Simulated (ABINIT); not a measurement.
# Sr (Strontium): phonons by linear response

How does Sr (Strontium) vibrate, and is this structure a minimum?

Main program and level: ABINIT 10.8.3; DFT PBE, scalar-relativistic, plane waves, PseudoDojo norm-conserving pseudopotentials.

### Step 1. The starting structure

Symmetry: Fm-3m, No. 225, cubic system. The conventional cell has a = 6.085 Å, b = 6.085 Å, c = 6.085 Å, α = 90.00°, β = 90.00°, γ = 90.00°. Nearest to Sr lie 12 Sr at 4.30 Å.

As a file:

```cif
data_structure
_symmetry_space_group_name_H-M 'P 1'
_symmetry_Int_Tables_number 1
_cell_length_a 4.3025
_cell_length_b 4.3025
_cell_length_c 4.3025
_cell_angle_alpha 60.000
_cell_angle_beta 60.000
_cell_angle_gamma 60.000
_cell_volume 56.32
loop_
_atom_site_label
_atom_site_type_symbol
_atom_site_fract_x
_atom_site_fract_y
_atom_site_fract_z
_atom_site_occupancy
Sr1 Sr 0.00000 0.00000 0.00000 1
```

### Step 2. A probe with smearing

A first run with smearing and empty bands tells whether the crystal has a gap, which decides between fixed occupations and smearing later on.

File probe.abi:

```
# ground state
tolvrs 1.0d-08
prtden 1
prtwf 1

# basis, mesh and filling
ecut 28.0
ngkpt 6 6 6
nshiftk 1
shiftk 0.0 0.0 0.0
istwfk *1
occopt 7
tsmear 0.005
nband 11
nstep 100
diemac 9.0
prtebands 0
prtgsr 0

# cell and atoms
acell 3*1.0 Angstrom
rprim 
    0.0 3.04235 3.04235
    3.04235 0.0 3.04235
    3.04235 3.04235 0.0
ntypat 1
znucl 38
natom 1
typat 1
xred 
    0.0 0.0 0.0
pp_dirpath "./pseudo"
pseudos "Sr.upf"
```

Run with:

```sh
$ OMP_NUM_THREADS=1 mpirun -n 8 abinit probe.abi > probe.log
```

Numbers of over 12 decimals in the logs are rounded to 6 here.

probe.abo, the main output file:

```text
[banners, grids, parts of the stress and lines that vanish by symmetry left out]
- input  file    -> probe.abi
- output file    -> probe.abo
- root for input  files -> probei
[...]
Symmetries : space group Fm -3 m (#225); Bravais cF (face-center cubic)
[...]
mpw =        2733          nfft =       64000          nkpt =          16
[...]
== DATASET  1 ==================================================================
[...]
cutoff_energies: {ecut:  28.0, pawecutdg:  -1.0, }
[...]
ETOT  1  -34.224798661256    -3.422E+01 3.126E-02 9.262E-01
 ETOT  2  -34.232766845119    -7.968E-03 3.273E-04 8.012E-02
 ETOT  3  -34.232771065894    -4.221E-06 3.269E-04 2.163E-03
 ETOT  4  -34.232771415110    -3.492E-07 1.634E-04 1.546E-04
 ETOT  5  -34.232771422699    -7.588E-09 2.128E-04 9.182E-06
 ETOT  6  -34.232771423552    -8.539E-10 1.607E-04 4.647E-08
 ETOT  7  -34.232771423558    -5.137E-12 1.579E-04 1.630E-09
 At SCF step    7       vres2   =  1.63E-09 < tolvrs=  1.00E-08 =>converged.
[...]
sigma(1 1)=  1.84591442E-05  sigma(3 2)=  0.00000000E+00
  sigma(2 2)=  1.84591442E-05  sigma(3 1)=  0.00000000E+00
  sigma(3 3)=  1.84591442E-05  sigma(2 1)=  0.00000000E+00
[...]
convergence: {deltae: -5.137E-12, res2:  1.630E-09, residm:  1.579E-04, diffor: null, }
etotal    :  -3.42327714E+01
[...]
sigma(1 1)=  1.84591442E-05  sigma(3 2)=  0.00000000E+00
  sigma(2 2)=  1.84591442E-05  sigma(3 1)=  0.00000000E+00
  sigma(3 3)=  1.84591442E-05  sigma(2 1)=  0.00000000E+00
[...]
- sigma(1 1)=  5.43086772E-01  sigma(3 2)=  0.00000000E+00
- sigma(2 2)=  5.43086772E-01  sigma(3 1)=  0.00000000E+00
- sigma(3 3)=  5.43086772E-01  sigma(2 1)=  0.00000000E+00
[...]
fcart     -0.0000000000E+00 -0.0000000000E+00 -0.0000000000E+00
           strten      1.8459144190E-05  1.8459144190E-05  1.8459144190E-05
================================================================================

[key lines of the parts left out:]
pressure_GPa:  -5.4309E-01
```

It took 3.4 s on 8 MPI ranks of Arm Neoverse V1, shared host; 26 s of CPU time.

This step gave:

```yaml
volume_per_atom: 56.32 Å³
pressure: -0.5431 GPa
gap_on_the_k_mesh: 0.03701 eV
```

A gap of 0.037 eV on this mesh is too small to trust, so smearing is kept; the printed pressure holds the stress of the finite basis too.

### Step 3. Relaxation

The harmonic expansion needs vanishing forces, and a free crystal bears no stress, so cell and atoms are brought to rest. Stress is more sensitive to the basis than forces are: the last 3 Ha under the cutoff are smoothed with ecutsm, and the cutoff is raised above that of the later runs.

File relax.abi:

```
# relaxation
ionmov 2
optcell 2
dilatmx 1.08
ntime 40
tolmxf 1.0d-05
tolvrs 1.0d-14
prtwf 0
prtden 0
chksymtnons 0

# basis, mesh and filling
ecut 35.0
ecutsm 3.0
ngkpt 10 10 10
nshiftk 1
shiftk 0.0 0.0 0.0
istwfk *1
occopt 7
tsmear 0.001
nband 11
nstep 100
diemac 9.0
prtebands 0
prtgsr 0

# cell and atoms
acell 3*1.0 Angstrom
rprim 
    0.0 3.04235 3.04235
    3.04235 0.0 3.04235
    3.04235 3.04235 0.0
ntypat 1
znucl 38
natom 1
typat 1
xred 
    0.0 0.0 0.0
pp_dirpath "./pseudo"
pseudos "Sr.upf"
```

Run with:

```sh
$ OMP_NUM_THREADS=1 mpirun -n 8 abinit relax.abi > relax.log
```

relax.abo, the main output file:

```text
[banners, grids, parts of the stress and lines that vanish by symmetry left out]
- input  file    -> relax.abi
- output file    -> relax.abo
- root for input  files -> relaxi
[...]
Symmetries : space group Fm -3 m (#225); Bravais cF (face-center cubic)
[...]
mpw =        4766          nfft =      110592          nkpt =          47
[...]
== DATASET  1 ==================================================================
[...]
cutoff_energies: {ecut:  35.0, pawecutdg:  -1.0, }
[...]
ETOT  1  -34.224932509247    -3.422E+01 4.246E-02 1.634E+00
 ETOT  2  -34.233486304904    -8.554E-03 1.731E-02 7.640E-02
 ETOT  3  -34.233487947503    -1.643E-06 1.002E-03 1.589E-03
 ETOT  4  -34.233488015984    -6.848E-08 9.557E-04 1.406E-04
 ETOT  5  -34.233488021865    -5.881E-09 9.170E-04 2.039E-06
[...]
At SCF step   10       vres2   =  1.48E-16 < tolvrs=  1.00E-14 =>converged.
[...]
sigma(1 1)=  1.12890737E-05  sigma(3 2)=  0.00000000E+00
  sigma(2 2)=  1.12890737E-05  sigma(3 1)=  0.00000000E+00
  sigma(3 3)=  1.12890737E-05  sigma(2 1)=  0.00000000E+00
[...]
convergence: {deltae: -9.948E-13, res2:  1.485E-16, residm:  6.933E-05, diffor: null, }
etotal    :  -3.42334880E+01
[...]
ETOT  1  -34.233490276650    -3.423E+01 1.211E-02 3.777E-02
[...]
At SCF step    9       vres2   =  5.63E-17 < tolvrs=  1.00E-14 =>converged.
[...]
sigma(1 1)=  1.09560778E-05  sigma(3 2)=  0.00000000E+00
  sigma(2 2)=  1.09560778E-05  sigma(3 1)=  0.00000000E+00
  sigma(3 3)=  1.09560778E-05  sigma(2 1)=  0.00000000E+00
[...]
convergence: {deltae: -7.319E-13, res2:  5.630E-17, residm:  1.173E-05, diffor: null, }
etotal    :  -3.42334923E+01
[...]
ETOT  1  -34.231598683451    -3.423E+01 5.381E+00 3.702E+01
[...]
At SCF step   10       vres2   =  2.22E-16 < tolvrs=  1.00E-14 =>converged.
[...]
sigma(1 1)= -5.84637221E-07  sigma(3 2)=  0.00000000E+00
  sigma(2 2)= -5.84637221E-07  sigma(3 1)=  0.00000000E+00
  sigma(3 3)= -5.84637221E-07  sigma(2 1)=  0.00000000E+00
[...]
convergence: {deltae: -2.700E-13, res2:  2.220E-16, residm:  6.142E-07, diffor: null, }
etotal    :  -3.42335573E+01
[...]
ETOT  1  -34.233552538090    -3.423E+01 2.349E-07 9.261E-02
[...]
ETOT  8  -34.233557468899     2.245E-12 5.279E-07 2.299E-14
 ETOT  9  -34.233557468901    -2.657E-12 1.540E-07 9.901E-17
 At SCF step    9       vres2   =  9.90E-17 < tolvrs=  1.00E-14 =>converged.
[...]
sigma(1 1)=  2.17531793E-08  sigma(3 2)=  0.00000000E+00
  sigma(2 2)=  2.17531793E-08  sigma(3 1)=  0.00000000E+00
  sigma(3 3)=  2.17531793E-08  sigma(2 1)=  0.00000000E+00
[...]
convergence: {deltae: -2.657E-12, res2:  9.901E-17, residm:  1.540E-07, diffor: null, }
etotal    :  -3.42335575E+01
[...]
At Broyd/MD step   4, gradients are converged :
[...]
sigma(1 1)=  2.17531793E-08  sigma(3 2)=  0.00000000E+00
  sigma(2 2)=  2.17531793E-08  sigma(3 1)=  0.00000000E+00
  sigma(3 3)=  2.17531793E-08  sigma(2 1)=  0.00000000E+00
[...]
- sigma(1 1)=  6.40000631E-04  sigma(3 2)=  0.00000000E+00
- sigma(2 2)=  6.40000631E-04  sigma(3 1)=  0.00000000E+00
- sigma(3 3)=  6.40000631E-04  sigma(2 1)=  0.00000000E+00
[...]
fcart     -0.0000000000E+00 -0.0000000000E+00 -0.0000000000E+00
           strten      2.1753179305E-08  2.1753179306E-08  2.1753179306E-08
================================================================================

[key lines of the parts left out:]
pressure_GPa:  -6.4000E-04
Total energy (etotal) [Ha]= -3.42335574689013E+01
```

Run time: 38 s. Hardware: 8 MPI ranks; 5 min of CPU time.

Step by step:

```tsv
step	energy less that of the first step (eV)	largest force (eV/Å)	volume (Å³)
1	0.0000	0.0000	56.32
2	-0.0001	0.0000	56.26
3	-0.0019	0.0000	54.46
4	-0.0019	0.0000	54.55
```

```tsv
conventional cell, symmetrised	before	after	change
a (Å)	6.085	6.020	-1.1 %
b (Å)	6.085	6.020	-1.1 %
c (Å)	6.085	6.020	-1.1 %
volume (Å³/atom)	56.32	54.55	-3.1 %
```

Final coordinates:

```xyz
1
Lattice="0.0000 3.0102 3.0102 3.0102 0.0000 3.0102 3.0102 3.0102 0.0000" Properties=species:S:1:pos:R:3 pbc="T T T"
Sr    0.0000    0.0000    0.0000
```

Numbers from this step:

- volume per atom: 54.55 Å³
- pressure: -6.40e-4 GPa
- gap on the k-mesh: 0 eV

The volume changes by -3.1 % in this run and stands -3.1 % from the first cell.

### Step 4. Ground state

The response is built on these wavefunctions, so the potential is converged far more tightly than an energy would need. Smearing stays on, as the first look found no gap above 0.3 eV.

File gs.abi:

```
# ground state
tolvrs 1.0d-16
prtden 1
prtwf 1

# basis, mesh and filling
ecut 28.0
ngkpt 12 12 12
nshiftk 1
shiftk 0.0 0.0 0.0
istwfk *1
occopt 7
tsmear 0.001
nband 11
nstep 100
diemac 9.0
prtebands 0
prtgsr 0

# cell and atoms
acell 3*1.0 Angstrom
rprim 
    0.0 3.010158422 3.010158422
    3.010158422 0.0 3.010158422
    3.010158422 3.010158422 0.0
ntypat 1
znucl 38
natom 1
typat 1
xred 
    0.0 0.0 0.0
pp_dirpath "./pseudo"
pseudos "Sr.upf"
```

Run with:

```sh
$ OMP_NUM_THREADS=1 mpirun -n 8 abinit gs.abi > gs.log
```

gs.abo, the main output file:

```text
[banners, grids, parts of the stress and lines that vanish by symmetry left out]
- input  file    -> gs.abi
- output file    -> gs.abo
- root for input  files -> gsi
[...]
Symmetries : space group Fm -3 m (#225); Bravais cF (face-center cubic)
[...]
mpw =        2661          nfft =       64000          nkpt =          72
[...]
== DATASET  1 ==================================================================
[...]
cutoff_energies: {ecut:  28.0, pawecutdg:  -1.0, }
[...]
ETOT  1  -34.225726996177    -3.423E+01 5.413E-02 8.953E-01
 ETOT  2  -34.233274122436    -7.547E-03 4.220E-03 5.035E-02
 ETOT  3  -34.233276647121    -2.525E-06 5.785E-03 1.346E-03
 ETOT  4  -34.233276809260    -1.621E-07 9.192E-04 1.126E-04
 ETOT  5  -34.233276815449    -6.189E-09 4.243E-04 3.275E-06
[...]
ETOT  9  -34.233276815746    -3.261E-12 3.181E-05 3.364E-14
 ETOT 10  -34.233276815744     2.800E-12 3.052E-05 9.799E-17
 At SCF step   10       vres2   =  9.80E-17 < tolvrs=  1.00E-16 =>converged.
[...]
sigma(1 1)=  1.00758794E-05  sigma(3 2)=  0.00000000E+00
  sigma(2 2)=  1.00758794E-05  sigma(3 1)=  0.00000000E+00
  sigma(3 3)=  1.00758794E-05  sigma(2 1)=  0.00000000E+00
[...]
convergence: {deltae:  2.800E-12, res2:  9.799E-17, residm:  3.052E-05, diffor: null, }
etotal    :  -3.42332768E+01
[...]
sigma(1 1)=  1.00758794E-05  sigma(3 2)=  0.00000000E+00
  sigma(2 2)=  1.00758794E-05  sigma(3 1)=  0.00000000E+00
  sigma(3 3)=  1.00758794E-05  sigma(2 1)=  0.00000000E+00
[...]
- sigma(1 1)=  2.96442608E-01  sigma(3 2)=  0.00000000E+00
- sigma(2 2)=  2.96442608E-01  sigma(3 1)=  0.00000000E+00
- sigma(3 3)=  2.96442608E-01  sigma(2 1)=  0.00000000E+00
[...]
fcart     -0.0000000000E+00 -0.0000000000E+00 -0.0000000000E+00
           strten      1.0075879432E-05  1.0075879432E-05  1.0075879432E-05
================================================================================

[key lines of the parts left out:]
pressure_GPa:  -2.9644E-01
```

Elapsed: 10 s, on 8 MPI ranks.

This step gave:

```
pressure : -0.2964 GPa
```

The cell stands at -0.30 GPa: the relaxation ran with a smoothed and higher cutoff and on another k mesh.

(Part 1 of 3 ends here.)

[Host names and launcher messages were left out of these logs when they were recorded.]

[Logs are printed without paths, hosts, clocks, repeated set-up lines and the standing remarks that a program may print on its own settings, such as how far it seeks lower states.]

[Hosts, paths, dates, database ids (printed as entryN), source tags and the programs' standing remarks are cut or masked in the printed files.]
